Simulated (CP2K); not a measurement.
The F K edge of trifluorotoluene was computed by TDDFT (CP2K XAS_TDP, aug-cc-pVDZ, TDA) at these levels: PBEh(45%), PBEh(45%) + GW2X and PBEh(60%). The first three lines of F1 (bonded to C) with a strength over 0.0015, energy in eV and strength:

```csv
run,first,second,third
1,689.56 (0.021),692.27 (0.012),692.40 (0.016)
2,690.10 (0.038),692.91 (0.003),693.39 (0.017)
3,683.15 (0.021),685.86 (0.012),685.99 (0.016)
```

**Question.** Which run is which?

Run 1: PBEh(45%) + GW2X (45 % exact exchange). Run 2: PBEh(60%) (60 % exact exchange). Run 3: PBEh(45%) (45 % exact exchange). Self-interaction lifts the core level, so the uncorrected lines rise with the share of exact exchange. The GW2X run keeps the spacings of its parent: 2.71 eV between the first two lines in run 1, 2.71 eV in run 3. Its shift is +6.41 eV, since the Kohn–Sham level at this share of exchange lies that far above the quasiparticle level.

[Banner, clock and machine lines of the logs are left out without a mark of their own.]

[Logs are printed without paths, hosts, clocks, repeated set-up lines and the standing remarks that a program may print on its own settings, such as how far it seeks lower states.]

[Hosts, paths, dates, database ids (printed as entryN), source tags and the programs' standing remarks are cut or masked in the printed files.]
